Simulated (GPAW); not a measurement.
**STM contrast on a 9-layer slab of Cu(110)**

What would a tunnelling microscope show on a 9-layer slab of Cu(110)?

Program: GPAW 26.7.0. Level of theory: GPAW, PAW setups; slab in vacuum, relaxation, in the first sound run; inputs show where later runs differ. Results are calculated unless marked as measured.

## 1. Starting point

The cell holds 9 atoms: 9 Cu. Its edges and angles: a = 3.610 Å, b = 2.553 Å, c = 26.211 Å, α = 90.0°, β = 90.0°, γ = 90.0°. Vacuum lies along c.

Structure file:

```cif
data_structure
_symmetry_space_group_name_H-M 'P 1'
_symmetry_Int_Tables_number 1
_cell_length_a 3.6100
_cell_length_b 2.5527
_cell_length_c 26.2106
_cell_angle_alpha 90.000
_cell_angle_beta 90.000
_cell_angle_gamma 90.000
_cell_volume 241.53
loop_
_atom_site_label
_atom_site_type_symbol
_atom_site_fract_x
_atom_site_fract_y
_atom_site_fract_z
_atom_site_occupancy
Cu1 Cu 0.00000 0.00000 0.30522 1
Cu2 Cu 0.50000 0.50000 0.35391 1
Cu3 Cu 0.00000 0.00000 0.40261 1
Cu4 Cu 0.50000 0.50000 0.45130 1
Cu5 Cu 0.00000 0.00000 0.50000 1
Cu6 Cu 0.50000 0.50000 0.54870 1
Cu7 Cu 0.00000 0.00000 0.59739 1
Cu8 Cu 0.50000 0.50000 0.64609 1
Cu9 Cu 0.00000 0.00000 0.69478 1
```

## 2. Relaxation

Forces are removed first; all later runs use this geometry. The lowest 4 atoms are held at bulk positions and keep their forces.

Contents of run.py:

```python
import json
import numpy as np
from ase import Atoms
from ase.constraints import FixAtoms
from ase.optimize import BFGS
from gpaw import GPAW, PW

slab = Atoms(
    ['Cu', 'Cu', 'Cu', 'Cu', 'Cu', 'Cu', 'Cu', 'Cu', 'Cu'],
    positions=[
        [0.00000, 0.00000, 8.00000],
        [1.80500, 1.27633, 9.27633],
        [0.00000, 0.00000, 10.55266],
        [1.80500, 1.27633, 11.82898],
        [0.00000, 0.00000, 13.10531],
        [1.80500, 1.27633, 14.38164],
        [0.00000, 0.00000, 15.65797],
        [1.80500, 1.27633, 16.93429],
        [0.00000, 0.00000, 18.21062]],
    cell=[[3.61, 0.0, 0.0], [0.0, 2.55266, 0.0], [0.0, 0.0, 26.21062]],
    pbc=[True, True, False])

slab.calc = GPAW(mode=PW(400), xc='PBE', kpts={'size': (9, 12, 1), 'gamma': True},
                 occupations={'name': 'fermi-dirac', 'width': 0.1}, nbands='160%',
                 convergence={'density': 1e-05}, maxiter=200,
                 poissonsolver={'dipolelayer': 'xy'},
                 symmetry={'tolerance': 1e-3, 'extra_ids': [1, 1, 1, 1, 0, 0, 0, 0, 0]}, txt='slab.txt')
result = {}
slab.set_constraint(FixAtoms([0, 1, 2, 3]))
path = []
opt = BFGS(slab, maxstep=0.2)
opt.attach(lambda: path.append((slab.get_potential_energy(), slab.positions.tolist(), slab.get_forces().tolist())))
result['relaxed'] = bool(opt.run(fmax=0.03, steps=40))
result['path'] = path
energy = slab.get_potential_energy()
fermi = slab.calc.get_fermi_level()
v = slab.calc.get_electrostatic_potential().mean((0, 1)) - fermi
n = slab.calc.get_pseudo_density().mean((0, 1))
L = slab.cell[2, 2]
z = np.arange(len(v)) * L / len(v)
low, high = slab.positions[:, 2].min(), slab.positions[:, 2].max()
below, above = np.interp([low - 5.8, high + 5.8], z, v)
slopes = [np.interp(x, z, np.gradient(v, z)) for x in (low - 5.8, high + 5.8)]
eps = np.array([[slab.calc.get_eigenvalues(k, s) for k in range(len(slab.calc.get_ibz_k_points()))]
                for s in range(slab.calc.get_number_of_spins())]) - fermi
top, bottom = eps[eps < 0].max(), eps[eps > 0].min()
dipole = slab.get_dipole_moment()[2]
print(f'energy {energy:.4f} eV, Fermi level {fermi:.4f} eV, dipole {dipole:.5f} e A')
print(f'potential 5.8 A off the faces, from the Fermi level: lower {below:.4f} eV, upper {above:.4f} eV')
print(f'slope of the potential there: lower {slopes[0]:.5f}, upper {slopes[1]:.5f} eV/A')
print(f'nearest levels on the mesh: {top:.4f} and {bottom:.4f} eV')
print('magnetic moment', round(slab.get_magnetic_moment(), 3))
result.update(energy=energy, fermi=fermi, dipole=dipole, below=below, above=above, slopes=slopes, edges=[top, bottom],
              z=z.tolist(), v=v.tolist(), n=n.tolist(), positions=slab.positions.tolist(),
              forces=slab.get_forces(apply_constraint=False).tolist(), moments=slab.get_magnetic_moments().tolist())
json.dump(result, open('result.json', 'w'))
```

Started as:

```sh
$ OMP_NUM_THREADS=1 OPENBLAS_NUM_THREADS=1 python run.py
```

The log of the run:

```text
Step          Energy          fmax
BFGS:    0      -30.126923        0.404587
BFGS:    1      -30.130115        0.366123
BFGS:    2      -30.144296        0.086833
BFGS:    3      -30.144415        0.076232
BFGS:    4      -30.145028        0.031427
BFGS:    5      -30.145177        0.043536
BFGS:    6      -30.145258        0.043782
BFGS:    7      -30.145531        0.041800
BFGS:    8      -30.145913        0.056344
BFGS:    9      -30.146223        0.053785
BFGS:   10      -30.146439        0.038033
BFGS:   11      -30.146505        0.026035
energy -30.0992 eV, Fermi level 1.1557 eV, dipole -0.00105 e A
potential 5.8 A off the faces, from the Fermi level: lower 4.2998 eV, upper 4.3241 eV
slope of the potential there: lower -0.00020, upper 0.00019 eV/A
nearest levels on the mesh: -0.0127 and 0.0021 eV
magnetic moment 0.0
```

Run time: 58 min. Hardware: 1 thread of Arm Neoverse V2, shared host; peak memory 0.43 GiB.

Step by step:

| step | energy less that of the first step (eV) | largest force (eV/Å) |
| --- | --- | --- |
| 1 | 0.0000 | 0.4046 |
| 2 | -0.0032 | 0.3661 |
| 3 | -0.0171 | 0.0868 |
| 4 | -0.0173 | 0.0762 |
| 5 | -0.0178 | 0.0314 |
| 6 | -0.0179 | 0.0435 |
| 7 | -0.0179 | 0.0438 |
| 8 | -0.0181 | 0.0418 |
| 9 | -0.0183 | 0.0563 |
| 10 | -0.0184 | 0.0538 |
| 11 | -0.0185 | 0.0380 |
| 12 | -0.0186 | 0.0260 |

The atoms that moved most (Å):

| atom | dx | dy | dz | length |
| --- | --- | --- | --- | --- |
| Cu8 | 0.000 | 0.000 | 0.093 | 0.093 |
| Cu7 | 0.000 | 0.000 | 0.036 | 0.036 |
| Cu6 | 0.000 | 0.000 | 0.034 | 0.034 |
| Cu5 | 0.000 | 0.000 | 0.023 | 0.023 |
| Cu9 | 0.000 | 0.000 | -0.006 | 0.006 |

Final coordinates:

```
Cu
1.0
     3.61000    0.00000    0.00000
     0.00000    2.55266    0.00000
     0.00000    0.00000   26.21062
Cu
9
Direct
  0.00000 0.00000 0.30522
  0.50000 0.50000 0.35391
  0.00000 0.00000 0.40261
  0.50000 0.50000 0.45130
  0.00000 0.00000 0.50087
  0.50000 0.50000 0.54999
  0.00000 0.00000 0.59877
  0.50000 0.50000 0.64962
  0.00000 0.00000 0.69455
```

Numbers from this step:

```yaml
dipole_along_the_normal: -0.001045 e·Å
levels_nearest_the_fermi_level_on_the_mesh: -0.01267, 0.002126 eV from the Fermi level
upper_work_function: 4.324 eV
lower_work_function: 4.300 eV
```

The electrostatic potential energy of an electron (without an applied field's), less the Fermi level, planar mean oscillates, so the rows of the table below give means over windows of 1.26 Å about each position, cut where the curve ends. Its maxima inside the range that stand out by 2 % of the span (Å: eV): 8.6: -5.05, 10.0: -5.31, 11.2: -5.23, 12.5: -4.91, 13.7: -5.10, 15.1: -5.23, 16.4: -4.54, 17.6: -6.38. Its minima: 8.1: -10.4, 9.3: -11.0, 10.6: -11.1, 11.8: -11.1, 13.1: -11.0, 14.5: -11.0, 15.7: -11.0, 17.1: -11.1, 18.1: -10.7.

Table of electrostatic potential energy of an electron (without an applied field's), less the Fermi level, planar mean by z; means over each step:

z (Å), electrostatic potential energy of an electron (without an applied field's), less the Fermi level, planar mean (eV) and a bar from the least value:
```
     0.63        4.3 ##############################
     1.89        4.3 ##############################
     3.15        4.3 ##############################
     4.41        4.3 ##############################
     5.67        4.2 ##############################
     6.93        1.8 ########################
     8.19       -7.4 ##
     9.45       -8.1 
    10.71       -8.1 
    11.97       -8.0 #
    13.23       -8.0 #
    14.49       -8.1 
    15.75       -7.9 #
    17.01       -8.3 
    18.27       -7.0 ###
    19.53        3.0 ###########################
    20.79        4.3 ##############################
    22.05        4.3 ##############################
    23.31        4.3 ##############################
    24.57        4.3 ##############################
    25.83        4.3 ##############################
```

The pseudo valence density, planar mean oscillates, so the rows of the table below give means over windows of 1.26 Å about each position, cut where the curve ends. Its maxima inside the range that stand out by 2 % of the span (Å: e/Å³): 8.0: 1.52, 9.2: 1.54, 10.5: 1.52, 11.7: 1.49, 13.2: 1.49, 14.5: 1.54, 15.7: 1.55, 17.0: 1.55, 18.2: 1.52. Its minima: 8.6: 0.463, 9.9: 0.469, 11.1: 0.479, 12.6: 0.475, 13.8: 0.465, 15.1: 0.462, 16.4: 0.421, 17.6: 0.537.

The pseudo valence density, planar mean by z; means over each step:

| z (Å) | pseudo valence density, planar mean (e/Å³) |
| --- | --- |
| 4.41 | 1.5e-4 |
| 5.67 | 0.00360 |
| 6.93 | 0.116 |
| 8.19 | 0.906 |
| 9.45 | 0.938 |
| 10.71 | 0.940 |
| 11.97 | 0.933 |
| 13.23 | 0.935 |
| 14.49 | 0.938 |
| 15.75 | 0.929 |
| 17.01 | 0.951 |
| 18.27 | 0.881 |
| 19.53 | 0.0528 |
| 20.79 | 0.00190 |
| 22.05 | 8.2e-5 |

The relaxation lowered the energy of the cell by 0.0186 eV (energies extrapolated to zero smearing; the optimiser's log prints free energies). The largest force left on a free atom is 0.026 eV/Å.

## 3. Plane waves, PBE

With the geometry fixed, the planar mean of the potential gives the vacuum level on each side.

This step: GPAW, PAW setups; slab in vacuum (GPAW 26.7.0).

Edit run.py of step 2 so:

```diff
@@ -3,4 +3,3 @@
 from ase import Atoms
-from ase.constraints import FixAtoms
-from ase.optimize import BFGS
+from ase.dft.stm import STM
 from gpaw import GPAW, PW
@@ -14,7 +13,7 @@
         [1.80500, 1.27633, 11.82898],
-        [0.00000, 0.00000, 13.10531],
-        [1.80500, 1.27633, 14.38164],
-        [0.00000, 0.00000, 15.65797],
-        [1.80500, 1.27633, 16.93429],
-        [0.00000, 0.00000, 18.21062]],
+        [0.00000, 0.00000, 13.12820],
+        [1.80500, 1.27633, 14.41571],
+        [-0.00000, -0.00000, 15.69422],
+        [1.80500, 1.27633, 17.02683],
+        [-0.00000, -0.00000, 18.20456]],
     cell=[[3.61, 0.0, 0.0], [0.0, 2.55266, 0.0], [0.0, 0.0, 26.21062]],
@@ -26,10 +25,4 @@
                  poissonsolver={'dipolelayer': 'xy'},
-                 symmetry={'tolerance': 1e-3, 'extra_ids': [1, 1, 1, 1, 0, 0, 0, 0, 0]}, txt='slab.txt')
+                 symmetry={'tolerance': 1e-3}, txt='slab.txt')
 result = {}
-slab.set_constraint(FixAtoms([0, 1, 2, 3]))
-path = []
-opt = BFGS(slab, maxstep=0.2)
-opt.attach(lambda: path.append((slab.get_potential_energy(), slab.positions.tolist(), slab.get_forces().tolist())))
-result['relaxed'] = bool(opt.run(fmax=0.03, steps=40))
-result['path'] = path
 energy = slab.get_potential_energy()
@@ -55,2 +48,16 @@
               forces=slab.get_forces(apply_constraint=False).tolist(), moments=slab.get_magnetic_moments().tolist())
+
+# Images need the states of the whole zone, up to time reversal
+slab.calc = slab.calc.fixed_density(symmetry={'point_group': False}, txt='states.txt', nbands='280%',
+                                    convergence={'bands': 'CBM+2.3'})
+stm = STM(slab)
+result['stm'] = []
+for bias in [-1.5, 2.0]:
+    height = high + 3.0
+    current = stm.get_averaged_current(bias, height)
+    x, y, h = stm.scan(bias, current)
+    i, f = divmod(height / L * stm.ldos.shape[2], 1)
+    I = abs((1 - f) * stm.ldos[:, :, int(i)] + f * stm.ldos[:, :, int(i) + 1])
+    print(f'bias {bias} V: mean current at 3.0 A {current:.4e}, corrugation {np.ptp(h):.4f} A')
+    result['stm'].append(dict(bias=bias, current=current, h=(h - high).tolist(), I=I.tolist()))
 json.dump(result, open('result.json', 'w'))
```

The log of the run:

```text
energy -30.0992 eV, Fermi level 1.1556 eV, dipole -0.00128 e A
potential 5.8 A off the faces, from the Fermi level: lower 4.2999 eV, upper 4.3240 eV
slope of the potential there: lower -0.00010, upper 0.00016 eV/A
nearest levels on the mesh: -0.0126 and 0.0021 eV
magnetic moment 0.0
bias -1.5 V: mean current at 3.0 A 1.2218e-04, corrugation 0.1939 A
bias 2.0 V: mean current at 3.0 A 6.0855e-04, corrugation 0.3456 A
```

Elapsed: 19 min, on 1 thread; peak memory 1.1 GiB.

Numbers from this step:

```
dipole along the normal                    : -0.001275 e·Å
levels nearest the Fermi level on the mesh : -0.01261, 0.002114 eV from the Fermi level
corrugation -1.5                           : 0.1939 Å
corrugation 2                              : 0.3456 Å
```

The electrostatic potential energy of an electron (without an applied field's), less the Fermi level, planar mean oscillates, so the rows of the table below give means over windows of 1.26 Å about each position, cut where the curve ends. Its maxima inside the range that stand out by 2 % of the span (Å: eV): 8.6: -5.05, 10.0: -5.31, 11.2: -5.23, 12.5: -4.91, 13.7: -5.10, 15.1: -5.23, 16.4: -4.54, 17.6: -6.38. Its minima: 8.1: -10.4, 9.3: -11.0, 10.6: -11.1, 11.8: -11.1, 13.1: -11.0, 14.5: -11.0, 15.7: -11.0, 17.1: -11.1, 18.1: -10.7.

The electrostatic potential energy of an electron (without an applied field's), less the Fermi level, planar mean by z; means over each step:

z (Å), electrostatic potential energy of an electron (without an applied field's), less the Fermi level, planar mean (eV) and a bar from the least value:
```
     0.63        4.3 ##############################
     1.89        4.3 ##############################
     3.15        4.3 ##############################
     4.41        4.3 ##############################
     5.67        4.2 ##############################
     6.93        1.8 ########################
     8.19       -7.4 ##
     9.45       -8.1 
    10.71       -8.1 
    11.97       -8.0 #
    13.23       -8.0 #
    14.49       -8.1 
    15.75       -7.9 #
    17.01       -8.3 
    18.27       -7.0 ###
    19.53        3.0 ###########################
    20.79        4.3 ##############################
    22.05        4.3 ##############################
    23.31        4.3 ##############################
    24.57        4.3 ##############################
    25.83        4.3 ##############################
```

The pseudo valence density, planar mean oscillates, so the rows of the table below give means over windows of 1.26 Å about each position, cut where the curve ends. Its maxima inside the range that stand out by 2 % of the span (Å: e/Å³): 8.0: 1.52, 9.2: 1.54, 10.5: 1.52, 11.7: 1.49, 13.2: 1.49, 14.5: 1.54, 15.7: 1.55, 17.0: 1.55, 18.2: 1.52. Its minima: 8.6: 0.463, 9.9: 0.469, 11.1: 0.479, 12.6: 0.475, 13.8: 0.465, 15.1: 0.462, 16.4: 0.421, 17.6: 0.537.

Pseudo valence density, planar mean against z; means over each step:

| z (Å) | pseudo valence density, planar mean (e/Å³) |
| --- | --- |
| 4.41 | 1.5e-4 |
| 5.67 | 0.00361 |
| 6.93 | 0.116 |
| 8.19 | 0.906 |
| 9.45 | 0.938 |
| 10.71 | 0.940 |
| 11.97 | 0.933 |
| 13.23 | 0.935 |
| 14.49 | 0.938 |
| 15.75 | 0.929 |
| 17.01 | 0.951 |
| 18.27 | 0.881 |
| 19.53 | 0.0528 |
| 20.79 | 0.00191 |
| 22.05 | 8.2e-5 |

Tip height over the top atom over a1 and a2. Sample bias -1.5 V, constant current at the mean current 3.0 Å over the top atom.

Ten even steps from '_' (2.90 Å) to '@' (3.09 Å):
```
@@@@%%##**++--::......::--++**##%%@@
@@@@%%##**==--::......::--==**##%%@@
%%%%%%##++==--::..__..::--==++##%%%%
%%%%##**++--::..______..::--++**##%%
%%%%##**++--::..______..::--++**##%%
%%%%##**++--::..______..::--++**##%%
%%%%##**++--::..______..::--++**##%%
%%%%##**++--::..______..::--++**##%%
%%%%%%##++==--::..__..::--==++##%%%%
@@@@%%##**==--::......::--==**##%%@@
@@@@%%##**++--::......::--++**##%%@@
@@@@@@##**++--::::..::::--++**##@@@@
```
Columns: a1 from 0 to 0.944; rows upwards: a2 from 0 to 0.917.

Local density of states summed over the bias window over a1 and a2. Sample bias -1.5 V, constant height 3.0 Å over the top atom.

Ten even steps from '0' (0.97 × 1e-4 arbitrary) to '9' (1.49 × 1e-4 arbitrary):
```
998764321112346789
998754321012345789
887654210001245678
887643210001234678
876643210001234667
876653210001235667
876643210001234667
887643210001234678
887654210001245678
998754321012345789
998764321112346789
998764321112346789
```
Columns: a1 from 0 to 0.944; rows upwards: a2 from 0 to 0.917.

Tip height over the top atom over a1 and a2. Sample bias 2 V, constant current at the mean current 3.0 Å over the top atom.

Values in Å, 12 rows by 16 columns, each cell a mean:
```
3.14 3.13 3.10 3.06 3.00 2.94 2.88 2.84 2.82 2.84 2.89 2.95 3.01 3.06 3.10 3.13
3.13 3.12 3.10 3.06 3.00 2.94 2.88 2.83 2.81 2.84 2.89 2.94 3.00 3.06 3.10 3.13
3.13 3.12 3.10 3.05 2.99 2.93 2.87 2.83 2.81 2.83 2.88 2.94 3.00 3.06 3.10 3.12
3.13 3.12 3.09 3.05 2.99 2.93 2.87 2.82 2.80 2.83 2.88 2.94 3.00 3.05 3.09 3.12
3.12 3.11 3.09 3.05 2.99 2.93 2.87 2.82 2.80 2.82 2.87 2.93 2.99 3.05 3.09 3.12
3.12 3.11 3.09 3.05 2.99 2.93 2.87 2.82 2.80 2.82 2.87 2.93 2.99 3.05 3.09 3.12
3.12 3.11 3.09 3.05 2.99 2.93 2.87 2.82 2.80 2.82 2.87 2.93 2.99 3.05 3.09 3.12
3.13 3.12 3.09 3.05 2.99 2.93 2.87 2.82 2.80 2.83 2.88 2.94 3.00 3.05 3.09 3.12
3.13 3.12 3.10 3.05 2.99 2.93 2.87 2.83 2.81 2.83 2.88 2.94 3.00 3.06 3.10 3.12
3.13 3.12 3.10 3.06 3.00 2.94 2.88 2.83 2.81 2.84 2.89 2.94 3.00 3.06 3.10 3.13
3.14 3.13 3.10 3.06 3.00 2.94 2.88 2.84 2.82 2.84 2.89 2.95 3.01 3.06 3.10 3.13
3.14 3.13 3.10 3.06 3.00 2.94 2.88 2.84 2.82 2.84 2.89 2.95 3.01 3.06 3.10 3.13
```
Columns: a1 from 0 to 0.944; rows upwards: a2 from 0 to 0.917.

Local density of states summed over the bias window over a1 and a2. Sample bias 2 V, constant height 3.0 Å over the top atom.

Ten even steps from '0' (4.36 × 1e-4 arbitrary) to '9' (7.96 × 1e-4 arbitrary):
```
998754210001245789
998754210001245789
998753210001235789
998653210001235689
988653200000235688
988653200000235688
988653200000235688
998653210001235689
998753210001235789
998754210001245789
998754210001245789
998754210001245789
```
Columns: a1 from 0 to 0.944; rows upwards: a2 from 0 to 0.917.

Force by atom:

| atom | x (eV/Å) | y (eV/Å) | z (eV/Å) | size |
| --- | --- | --- | --- | --- |
| Cu1 | 0.000 | 0.000 | 0.267 | 0.267 |
| Cu2 | 0.000 | 0.000 | -0.402 | 0.402 |
| Cu3 | 0.000 | 0.000 | 0.037 | 0.037 |
| Cu4 | 0.000 | 0.000 | 0.113 | 0.113 |
| Cu5 | 0.000 | 0.000 | -0.027 | 0.027 |
| Cu6 | 0.000 | 0.000 | -0.004 | 0.004 |
| Cu7 | 0.000 | 0.000 | -0.026 | 0.026 |
| Cu8 | 0.000 | 0.000 | 0.019 | 0.019 |
| Cu9 | 0.000 | 0.000 | 0.022 | 0.022 |

The potential is flat to 1.6e-4 eV/Å where it is read, so the vacuum is wide enough.

## 4. A changed run

One more run, with changed settings.

Edit run.py of step 3 so:

```diff
@@ -3,3 +3,2 @@
 from ase import Atoms
-from ase.dft.stm import STM
 from gpaw import GPAW, PW
@@ -21,5 +20,5 @@
 
-slab.calc = GPAW(mode=PW(400), xc='PBE', kpts={'size': (9, 12, 1), 'gamma': True},
+slab.calc = GPAW(mode=PW(140), xc='PBE', kpts={'size': (9, 12, 1), 'gamma': True},
                  occupations={'name': 'fermi-dirac', 'width': 0.1}, nbands='160%',
-                 convergence={'density': 1e-05}, maxiter=200,
+                 convergence={'density': 1e-05}, maxiter=100,
                  poissonsolver={'dipolelayer': 'xy'},
@@ -48,16 +47,2 @@
               forces=slab.get_forces(apply_constraint=False).tolist(), moments=slab.get_magnetic_moments().tolist())
-
-# Images need the states of the whole zone, up to time reversal
-slab.calc = slab.calc.fixed_density(symmetry={'point_group': False}, txt='states.txt', nbands='280%',
-                                    convergence={'bands': 'CBM+2.3'})
-stm = STM(slab)
-result['stm'] = []
-for bias in [-1.5, 2.0]:
-    height = high + 3.0
-    current = stm.get_averaged_current(bias, height)
-    x, y, h = stm.scan(bias, current)
-    i, f = divmod(height / L * stm.ldos.shape[2], 1)
-    I = abs((1 - f) * stm.ldos[:, :, int(i)] + f * stm.ldos[:, :, int(i) + 1])
-    print(f'bias {bias} V: mean current at 3.0 A {current:.4e}, corrugation {np.ptp(h):.4f} A')
-    result['stm'].append(dict(bias=bias, current=current, h=(h - high).tolist(), I=I.tolist()))
 json.dump(result, open('result.json', 'w'))
```

The log of the run:

```text
energy 303.4312 eV, Fermi level -0.1267 eV, dipole -0.00052 e A
potential 5.8 A off the faces, from the Fermi level: lower 8.0463 eV, upper 8.1067 eV
slope of the potential there: lower -0.29676, upper 0.29962 eV/A
nearest levels on the mesh: -0.0009 and 0.0091 eV
magnetic moment 0.0
```

Wall time 6.5 min (1 thread); peak memory 0.2 GiB.

The run finished. A setting was moved off its sound value on purpose, so it serves as a test and not as the result.

The fault put into the input: a cutoff far too low (ecut = 140).

## 5. What came out

```json
{
 "work function, upper and lower face": "4.324 and 4.300 eV",
 "dipole along the normal": "-0.00128 e Å",
 "corrugation at -1.5 V": "0.194 Å",
 "corrugation at 2 V": "0.346 Å"
}
```

The corrugation at constant current is largest at 2 V, where the tip height varies by 0.35 Å over the cell. Negative sample bias images filled states, positive bias empty ones. The measured value for this face is 4.56 eV (as compiled in "Anisotropic work function of elemental crystals", 2019, arxiv:1902.07811); the relaxed upper face lies 0.24 eV under it with PBE. Measured work functions scatter by a tenth of an eV or more between methods. The images are of Tersoff-Hamann type: an s-wave tip, no tip-sample forces, heights closer than in a microscope. The small printed dipole stands for a step of 25 meV from the lower to the upper face, and the probes find 24 meV; values this small are near the numerical noise of both. The in-plane lattice was kept as typed, which isn't the functional's own and leaves some strain; spin-orbit coupling and temperature are left out.

[Logs are printed without paths, hosts, clocks, repeated set-up lines and the standing remarks that a program may print on its own settings, such as how far it seeks lower states.]

[Hosts, paths, dates, database ids (printed as entryN), source tags and the programs' standing remarks are cut or masked in the printed files.]
